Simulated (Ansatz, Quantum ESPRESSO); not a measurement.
# Work-function anisotropy of Cu, part 5 of 6

Aim: the work function of the low-index faces of Cu, their order, and how far the functional matters.

Quantum ESPRESSO 7.5; plane-wave DFT, PBE, GBRV ultrasoft pseudopotentials; geometry and cross-check by Ansatz 0.2.0 with PAW datasets.

So far. Step 11 (Electrostatic potential of (100)): On (100) the work function under LDA lies +0.37 eV from PBE's. Step 12 (Geometry from Ansatz of (110)): The relaxation lowers the energy by 6 meV an atom. Held were the atoms numbered 3, 4 and 5; the forces quoted are those on the free ones.

## Step 13: SCF with pw.x of (110), PBE

Level of this step: plane-wave DFT, PBE, GBRV ultrasoft pseudopotentials (Quantum ESPRESSO 7.5).

File 110.pbe.in:

```
&control
  prefix = '110.pbe'
  outdir = './out'
  pseudo_dir = './pseudo'
  calculation = 'scf'
  tprnfor = .true.
/
&system
  ibrav = 0
  nat = 7
  ntyp = 1
  ecutwfc = 40
  ecutrho = 200
  occupations = 'smearing'
  smearing = 'mv'
  degauss = 0.02
/
&electrons
  conv_thr = 1e-07
  mixing_beta = 0.4
  electron_maxstep = 120
  mixing_mode = 'local-TF'
/
ATOMIC_SPECIES
  Cu  63.5460  cu_pbe_v1.2.uspp.F.UPF
CELL_PARAMETERS angstrom
  3.61000000000000 0.00000000000000 0.00000000000000
  0.00000000000000 2.55265548010000 0.00000000000000
  0.00000000000000 0.00000000000000 23.65796644030000
ATOMIC_POSITIONS crystal
  Cu  0.000000000000 0.000000000000 0.340570873926
  Cu  0.500000000000 0.500000000000 0.389881166551
  Cu  0.000000000000 0.000000000000 0.446050826300
  Cu  0.500000000000 0.500000000000 0.500000000000
  Cu  0.000000000000 0.000000000000 0.553949173700
  Cu  0.500000000000 0.500000000000 0.610118840866
  Cu  0.000000000000 0.000000000000 0.659429130546
K_POINTS automatic
  8 12 1 0 0 0
```

Started as:

```sh
OMP_NUM_THREADS=1 mpirun -n 4 pw.x -nk 4 -in 110.pbe.in > 110.pbe.out
```

Log:

```text
[banner, memory and clock lines left out]
Program PWSCF v.7.5 starts

          URL

     Message from routine setup:
     using ibrav=0 with symmetry is DISCOURAGED, use correct ibrav instead

     G-vector sticks info

     bravais-lattice index     =            0
     lattice parameter (alat)  =       6.8219  a.u.
     unit-cell volume          =    1471.2058 (a.u.)^3
     number of atoms/cell      =            7
     number of atomic types    =            1
     number of electrons       =       133.00
     number of Kohn-Sham states=           80
     kinetic-energy cutoff     =      40.0000  Ry
     charge density cutoff     =     200.0000  Ry
     scf convergence threshold =      1.0E-07
     mixing beta               =       0.4000
     number of iterations used =            8  local-TF  mixing
     Exchange-correlation= SLA  PW   PBE  PBE
                           (   1   4   3   4   0   0   0)

     celldm(1)=   6.821911  celldm(2)=   0.000000  celldm(3)=   0.000000
     celldm(4)=   0.000000  celldm(5)=   0.000000  celldm(6)=   0.000000

     crystal axes: (cart. coord. in units of alat)
               a(1) = (   1.000000   0.000000   0.000000 )
               a(2) = (   0.000000   0.707107   0.000000 )
               a(3) = (   0.000000   0.000000   6.553453 )

     reciprocal axes: (cart. coord. in units 2 pi/alat)
               b(1) = (  1.000000  0.000000  0.000000 )
               b(2) = (  0.000000  1.414214  0.000000 )
               b(3) = (  0.000000  0.000000  0.152591 )

     PseudoPot. # 1 for Cu read from file:
     ./pseudo/cu_pbe_v1.2.uspp.F.UPF
     Pseudo is Ultrasoft + core correction, Zval = 19.0
     Generated by new atomic code, or converted to UPF format
     Using radial grid of  867 points,  6 beta functions with:
                l(1) =   0
                l(2) =   0
                l(3) =   1
                l(4) =   1
                l(5) =   2
                l(6) =   2
     Q(r) pseudized with  8 coefficients,  rinner =    1.150   1.150   1.150
                                                       1.150   1.150

     atomic species   valence    mass     pseudopotential
     Cu               19.00    63.54600     Cu( 1.00)

      8 Sym. Ops., with inversion, found

   Cartesian axes

     site n.     atom                  positions (alat units)
         1        Cu     tau(   1) = (   0.0000000   0.0000000   2.2319153  )
         2        Cu     tau(   2) = (   0.5000000   0.3535534   2.5550680  )
         3        Cu     tau(   3) = (   0.0000000   0.0000000   2.9231733  )
         4        Cu     tau(   4) = (   0.5000000   0.3535534   3.2767267  )
         5        Cu     tau(   5) = (   0.0000000   0.0000000   3.6302800  )
         6        Cu     tau(   6) = (   0.5000000   0.3535534   3.9983853  )
         7        Cu     tau(   7) = (   0.0000000   0.0000000   4.3215380  )

     number of k points=    35  Marzari-Vanderbilt smearing, width (Ry)=  0.0200
                       cart. coord. in units 2pi/alat
        k(    1) = (   0.0000000   0.0000000   0.0000000), wk =   0.0208333
        k(    2) = (   0.0000000   0.1178511   0.0000000), wk =   0.0416667
        k(    3) = (   0.0000000   0.2357023   0.0000000), wk =   0.0416667
        k(    4) = (   0.0000000   0.3535534   0.0000000), wk =   0.0416667
        k(    5) = (   0.0000000   0.4714045   0.0000000), wk =   0.0416667
        k(    6) = (   0.0000000   0.5892557   0.0000000), wk =   0.0416667
        k(    7) = (   0.0000000  -0.7071068   0.0000000), wk =   0.0208333
        k(    8) = (   0.1250000   0.0000000   0.0000000), wk =   0.0416667
        k(    9) = (   0.1250000   0.1178511   0.0000000), wk =   0.0833333
        k(   10) = (   0.1250000   0.2357023   0.0000000), wk =   0.0833333
        k(   11) = (   0.1250000   0.3535534   0.0000000), wk =   0.0833333
        k(   12) = (   0.1250000   0.4714045   0.0000000), wk =   0.0833333
        k(   13) = (   0.1250000   0.5892557   0.0000000), wk =   0.0833333
        k(   14) = (   0.1250000  -0.7071068   0.0000000), wk =   0.0416667
        k(   15) = (   0.2500000   0.0000000   0.0000000), wk =   0.0416667
        k(   16) = (   0.2500000   0.1178511   0.0000000), wk =   0.0833333
        k(   17) = (   0.2500000   0.2357023   0.0000000), wk =   0.0833333
        k(   18) = (   0.2500000   0.3535534   0.0000000), wk =   0.0833333
        k(   19) = (   0.2500000   0.4714045   0.0000000), wk =   0.0833333
        k(   20) = (   0.2500000   0.5892557   0.0000000), wk =   0.0833333
        k(   21) = (   0.2500000  -0.7071068   0.0000000), wk =   0.0416667
        k(   22) = (   0.3750000   0.0000000   0.0000000), wk =   0.0416667
        k(   23) = (   0.3750000   0.1178511   0.0000000), wk =   0.0833333
        k(   24) = (   0.3750000   0.2357023   0.0000000), wk =   0.0833333
        k(   25) = (   0.3750000   0.3535534   0.0000000), wk =   0.0833333
        k(   26) = (   0.3750000   0.4714045   0.0000000), wk =   0.0833333
        k(   27) = (   0.3750000   0.5892557   0.0000000), wk =   0.0833333
        k(   28) = (   0.3750000  -0.7071068   0.0000000), wk =   0.0416667
        k(   29) = (  -0.5000000   0.0000000   0.0000000), wk =   0.0208333
        k(   30) = (  -0.5000000   0.1178511   0.0000000), wk =   0.0416667
        k(   31) = (  -0.5000000   0.2357023   0.0000000), wk =   0.0416667
        k(   32) = (  -0.5000000   0.3535534   0.0000000), wk =   0.0416667
        k(   33) = (  -0.5000000   0.4714045   0.0000000), wk =   0.0416667
        k(   34) = (  -0.5000000   0.5892557   0.0000000), wk =   0.0416667
        k(   35) = (  -0.5000000  -0.7071068   0.0000000), wk =   0.0208333

     Dense  grid:    70235 G-vectors     FFT dimensions: (  32,  24, 216)

     Smooth grid:    50325 G-vectors     FFT dimensions: (  27,  20, 192)

     Initial potential from superposition of free atoms

     starting charge     126.0000, renormalised to     133.0000

     negative rho (up, down):  2.641E-04 0.000E+00
     Starting wfcs are   91 randomized atomic wfcs

     per-process dynamical memory:   125.5 Mb

     Self-consistent Calculation

     iteration #  1     ecut=    40.00 Ry     beta= 0.40
     Davidson diagonalization with overlap
     ethr =  1.00E-02,  avg # of iterations =  8.5

     negative rho (up, down):  7.712E-02 0.000E+00

     total energy              =   -2816.86780037 Ry
     estimated scf accuracy    <      91.79365264 Ry

     iteration #  2     ecut=    40.00 Ry     beta= 0.40
     Davidson diagonalization with overlap
     ethr =  1.00E-02,  avg # of iterations =  4.2

[...]
k = 0.3750-0.7071 0.0000 (  6332 PWs)   bands (ev):

  -109.1390-109.0969-109.0945-109.0771-109.0770-108.6200-108.6200 -66.5650
   -66.5596 -66.5452 -66.5260 -66.5152 -66.5126 -66.5045 -66.4890 -66.4771
   -66.4722 -66.4716 -66.4712 -66.4627 -66.4545 -66.4519 -66.0959 -66.0959
   -66.0169 -66.0169 -65.9870 -65.9870  -1.4198  -1.3165  -0.9250  -0.7608
    -0.7505  -0.6045  -0.5579  -0.3119  -0.1256  -0.0365   0.0121   0.2680
     0.2931   0.2985   0.4506   0.4519   0.5220   0.6137   0.6386   0.7097
     0.9061   0.9436   1.0500   1.3249   1.4520   1.4687   1.5102   1.6966
     1.7165   1.8104   1.8888   1.8966   1.9637   2.0170   2.0963   3.2667
     3.4091   4.6347   4.8026   6.4156   6.4869   7.7332   7.9135   8.0046
     8.5028   8.9813   9.4867   9.5727  10.2435  10.3233  11.6730  11.9101

          k =-0.5000 0.0000 0.0000 (  6242 PWs)   bands (ev):

  -109.1437-109.1016-109.0992-109.0818-109.0817-108.6248-108.6248 -66.5620
   -66.5529 -66.5049 -66.4993 -66.4979 -66.4947 -66.4822 -66.4707 -66.4685
   -66.4618 -66.4536 -66.4526 -66.4521 -66.4439 -66.4439 -66.0402 -66.0402
   -66.0219 -66.0219 -65.9907 -65.9906  -2.9314  -2.8165  -2.1451  -2.0681
    -1.7177  -1.1951  -1.1554  -0.2146  -0.1577   0.1313   0.2124   0.3580
     0.4177   0.4237   0.4820   0.5145   0.5219   0.5728   0.7325   0.8016
     0.8340   0.9518   0.9819   1.0851   1.1730   1.2348   1.3070   1.3605
     1.6211   1.6811   1.7128   1.7160   1.7607   1.8775   1.9340   1.9364
     1.9666   1.9673   1.9773   2.1223   2.4876   3.0305   4.6903   5.1221
     8.4201   9.0161   9.4998  10.1783  10.1791  10.8339  11.0066  11.0951

          k =-0.5000 0.1179 0.0000 (  6258 PWs)   bands (ev):

  -109.1434-109.1013-109.0989-109.0815-109.0814-108.6245-108.6245 -66.5608
   -66.5521 -66.5096 -66.5008 -66.4975 -66.4936 -66.4827 -66.4723 -66.4721
   -66.4625 -66.4535 -66.4534 -66.4532 -66.4466 -66.4464 -66.0439 -66.0439
   -66.0215 -66.0215 -65.9904 -65.9904  -2.7967  -2.6794  -2.0188  -1.9344
    -1.6032  -1.0885  -1.0395  -0.2046  -0.1412   0.1231   0.1847   0.3717
     0.3739   0.3894   0.4317   0.5161   0.5193   0.5542   0.6607   0.7733
     0.8274   0.8864   0.9294   1.0832   1.2083   1.2246   1.2626   1.3666
     1.3952   1.5835   1.6523   1.6665   1.6791   1.7546   1.8307   1.8737
     1.8951   2.0704   2.1962   2.4865   2.9082   3.5648   4.8411   5.3534
     8.5225   9.1348   9.6484  10.3331  10.3373  10.9947  11.1675  11.2449

          k =-0.5000 0.2357 0.0000 (  6266 PWs)   bands (ev):

  -109.1425-109.1004-109.0981-109.0806-109.0806-108.6236-108.6236 -66.5572
   -66.5502 -66.5212 -66.5053 -66.4984 -66.4917 -66.4851 -66.4795 -66.4758
   -66.4642 -66.4597 -66.4588 -66.4540 -66.4498 -66.4497 -66.0542 -66.0542
   -66.0205 -66.0205 -65.9898 -65.9897  -2.4285  -2.3041  -1.6779  -1.5674
    -1.2880  -0.8157  -0.7426  -0.1605  -0.0797   0.0875   0.1160   0.1778
     0.2320   0.3596   0.3760   0.4094   0.5379   0.5382   0.5713   0.7339
     0.8158   0.9280   0.9330   0.9977   1.0296   1.1106   1.1821   1.2573
     1.2726   1.2972   1.6111   1.6236   1.6382   1.6751   1.8635   1.9676
     2.0084   2.3918   2.5873   3.0745   3.5968   4.5688   5.2552   6.0099
     8.8426   9.5027  10.0948  10.7966  10.8131  11.4756  11.6490  11.6938

          k =-0.5000 0.3536 0.0000 (  6276 PWs)   bands (ev):

  -109.1413-109.0992-109.0969-109.0794-109.0794-108.6224-108.6224 -66.5521
   -66.5498 -66.5365 -66.5105 -66.5063 -66.4919 -66.4916 -66.4820 -66.4793
   -66.4693 -66.4668 -66.4667 -66.4556 -66.4511 -66.4509 -66.0681 -66.0681
   -66.0192 -66.0192 -65.9889 -65.9888  -1.9599  -1.8289  -1.2577  -1.0975
    -0.8573  -0.5239  -0.4354  -0.0803  -0.0041  -0.0005   0.0095   0.0556
     0.1207   0.2356   0.2744   0.3444   0.5107   0.5306   0.5660   0.6798
     0.7222   0.8790   0.9188   0.9542   1.0803   1.1324   1.1329   1.2133
     1.3439   1.3734   1.6277   1.6309   1.6362   1.6405   1.8553   2.1903
     2.2877   2.7925   3.0678   3.7704   4.3954   5.7867   5.8839   7.0152
     9.4133  10.1378  10.8364  11.5589  11.6011  12.2581  12.4213  12.4242

          k =-0.5000 0.4714 0.0000 (  6320 PWs)   bands (ev):

  -109.1402-109.0981-109.0957-109.0782-109.0782-108.6212-108.6212 -66.5537
   -66.5515 -66.5464 -66.5188 -66.5111 -66.5023 -66.4987 -66.4833 -66.4789
   -66.4722 -66.4718 -66.4688 -66.4583 -66.4523 -66.4517 -66.0819 -66.0819
   -66.0179 -66.0179 -65.9880 -65.9880  -1.6185  -1.4951  -0.9889  -0.7880
    -0.4341  -0.4268  -0.2708  -0.2385  -0.1967   0.0081   0.0969   0.1065
     0.1526   0.3295   0.3503   0.4315   0.4548   0.4600   0.4696   0.5987
     0.6408   0.9402   0.9440   1.1529   1.2152   1.2636   1.3536   1.4321
     1.4938   1.5413   1.6734   1.6788   1.6983   1.7089   1.8886   2.4860
     2.6231   3.3610   3.6967   4.6713   5.3399   6.7462   7.1785   8.2886
    10.1239  10.2432  10.4767  10.8761  11.1600  11.3004  12.0074  12.0670

          k =-0.5000 0.5893 0.0000 (  6324 PWs)   bands (ev):

  -109.1393-109.0972-109.0949-109.0774-109.0773-108.6203-108.6203 -66.5623
   -66.5596 -66.5415 -66.5287 -66.5122 -66.5071 -66.5068 -66.4885 -66.4744
   -66.4743 -66.4703 -66.4700 -66.4616 -66.4541 -66.4520 -66.0920 -66.0920
   -66.0170 -66.0170 -65.9874 -65.9873  -1.4850  -1.3740  -0.9212  -0.7098
    -0.5426  -0.4229  -0.3224  -0.1280  -0.1169  -0.0203   0.0107   0.1851
     0.2186   0.2959   0.3134   0.4533   0.4822   0.5045   0.5718   0.6418
     0.9240   0.9242   0.9758   1.2259   1.3595   1.4250   1.4955   1.7003
     1.7072   1.7073   1.7687   1.8221   1.8742   1.9301   2.0194   2.9048
     3.0702   4.2290   4.5446   5.8841   6.4675   7.8952   8.2418   8.3233
     8.4820   8.8858   9.5581   9.5706  10.1983  10.6818  11.1954  11.7219

          k =-0.5000-0.7071 0.0000 (  6360 PWs)   bands (ev):

  -109.1390-109.0969-109.0945-109.0771-109.0770-108.6200-108.6200 -66.5662
   -66.5622 -66.5394 -66.5324 -66.5162 -66.5105 -66.5031 -66.4922 -66.4751
   -66.4717 -66.4703 -66.4689 -66.4639 -66.4550 -66.4521 -66.0957 -66.0957
   -66.0167 -66.0167 -65.9871 -65.9871  -1.4578  -1.3510  -0.9152  -0.6947
    -0.5845  -0.4982  -0.3751  -0.1577  -0.0670   0.0671   0.0752   0.0879
     0.2251   0.2337   0.3523   0.4743   0.5217   0.5370   0.5797   0.6707
     0.9180   0.9712   1.0763   1.2200   1.3930   1.4389   1.5263   1.7183
     1.8152   1.8456   1.8731   1.9190   1.9546   2.0665   2.1037   3.2483
     3.4039   4.9020   5.1566   6.9583   7.3366   7.3403   7.3944   7.7599
     8.0122   8.5161   9.0167   9.5974  10.0748  10.5338  10.8324  11.0894

     the Fermi energy is     3.3981 ev

!    total energy              =   -2826.34308631 Ry
     estimated scf accuracy    <       0.00000005 Ry
     smearing contrib. (-TS)   =      -0.00002864 Ry
     internal energy E=F+TS    =   -2826.34305766 Ry

     The total energy is F=E-TS. E is the sum of the following terms:
     one-electron contribution =  -21613.65188552 Ry
     hartree contribution      =   10826.07014111 Ry
     xc contribution           =    -271.55077203 Ry
     ewald contribution        =    8232.78945878 Ry

     convergence has been achieved in  21 iterations

     negative rho (up, down):  1.377E-04 0.000E+00

     Forces acting on atoms (cartesian axes, Ry/au):

     atom    1 type  1   force =     0.00000000    0.00000000   -0.00056744
     atom    2 type  1   force =     0.00000000    0.00000000   -0.00126715
     atom    3 type  1   force =     0.00000000    0.00000000    0.00083383
     atom    4 type  1   force =     0.00000000    0.00000000    0.00000000
     atom    5 type  1   force =     0.00000000    0.00000000   -0.00083383
     atom    6 type  1   force =     0.00000000    0.00000000    0.00126715
     atom    7 type  1   force =     0.00000000    0.00000000    0.00056744

     Total force =     0.002290     Total SCF correction =     0.002579
     SCF correction compared to forces is large: reduce conv_thr to get better values

     XML data file, charge density, pseudopotentials, collected wavefunctions

                                        0.00s GPU  (     945 calls)
```

Elapsed: 3.3 min, on 4 MPI ranks of Arm Neoverse V1, shared host; peak memory 0.85 GiB; 13 min of CPU time.

Read from the output:

* free energy: -38454.3567 eV
* Fermi energy: 3.398 eV

## Step 14: Potential by pp.x of (110)

File 110.pbe.pot.in:

```
&inputpp
  prefix = '110.pbe'
  outdir = './out'
  filplot = '110.pbe.pot.dat'
  plot_num = 11
/
```

Started as:

```sh
OMP_NUM_THREADS=1 mpirun -n 4 pp.x -in 110.pbe.pot.in > 110.pbe.pot.out
```

Log:

```text
[banner, memory and clock lines left out]
Program POST-PROC v.7.5 starts

          URL

     ./out/110.pbe.save/

     IMPORTANT: XC functional enforced from input :
     Exchange-correlation= PBE
                           (   1   4   3   4   0   0   0)
     Any further DFT definition will be discarded
     Please, verify this is what you really want

     negative rho (up, down):  1.377E-04 0.000E+00

     Calling punch_plot, plot_num =  11
     Writing data to file  110.pbe.pot.dat
     Message from routine chdens:
     namelist plot not found or invalid, exiting
```

Run time: 0.87 s. Hardware: 4 MPI ranks; peak memory 0.1 GiB.

This step gave:

| Quantity | Value |
| --- | --- |
| work function of the upper face | 4.383 eV |
| slope of the potential above | 9.19e-5 eV/Å |
| upper vacuum line continued to the top atoms, over the Fermi level | 4.382 eV |
| work function of the lower face | 4.383 eV |
| slope of the potential below | -6.65e-5 eV/Å |
| lower vacuum line continued to the bottom atoms, over the Fermi level | 4.382 eV |

The potential energy, planar mean oscillates, so the rows of the table below give means over windows of 1.31 Å about each position, cut where the curve ends. Its maxima inside the range that stand out by 2 % of the span (Å: eV): 8.7: -7.37, 9.9: -4.90, 11.2: -5.63, 12.5: -5.63, 13.8: -4.90, 15.0: -7.37. Its minima: 8.1: -14.0, 9.2: -14.4, 10.5: -14.2, 11.8: -14.3, 13.1: -14.2, 14.5: -14.4, 15.6: -14.0.

Electrostatic potential energy of an electron; zero at the Fermi level. Table of potential energy, planar mean by z; means over each step:

| z (Å) | potential energy, planar mean (eV) |
| --- | --- |
| 0.66 | 4.38 |
| 1.97 | 4.38 |
| 3.28 | 4.38 |
| 4.58 | 4.38 |
| 5.90 | 4.22 |
| 7.21 | -0.472 |
| 8.52 | -11.1 |
| 9.82 | -9.57 |
| 11.13 | -10.1 |
| 12.45 | -10.2 |
| 13.76 | -9.56 |
| 15.06 | -11.2 |
| 16.38 | -1.42 |
| 17.69 | 4.19 |
| 19.00 | 4.38 |
| 20.31 | 4.38 |
| 21.62 | 4.38 |
| 22.93 | 4.38 |

(Part 5 of 6 ends here.)

[Logs are printed without paths, hosts, clocks, repeated set-up lines and the standing remarks that a program may print on its own settings, such as how far it seeks lower states.]

[Hosts, paths, dates, database ids (printed as entryN), source tags and the programs' standing remarks are cut or masked in the printed files.]

[Maps of the electrostatic potential energy from Ansatz leave out the sawtooth potential of an applied field or a dipole correction, so their vacuum need not be flat; planar profiles and work functions include it.]
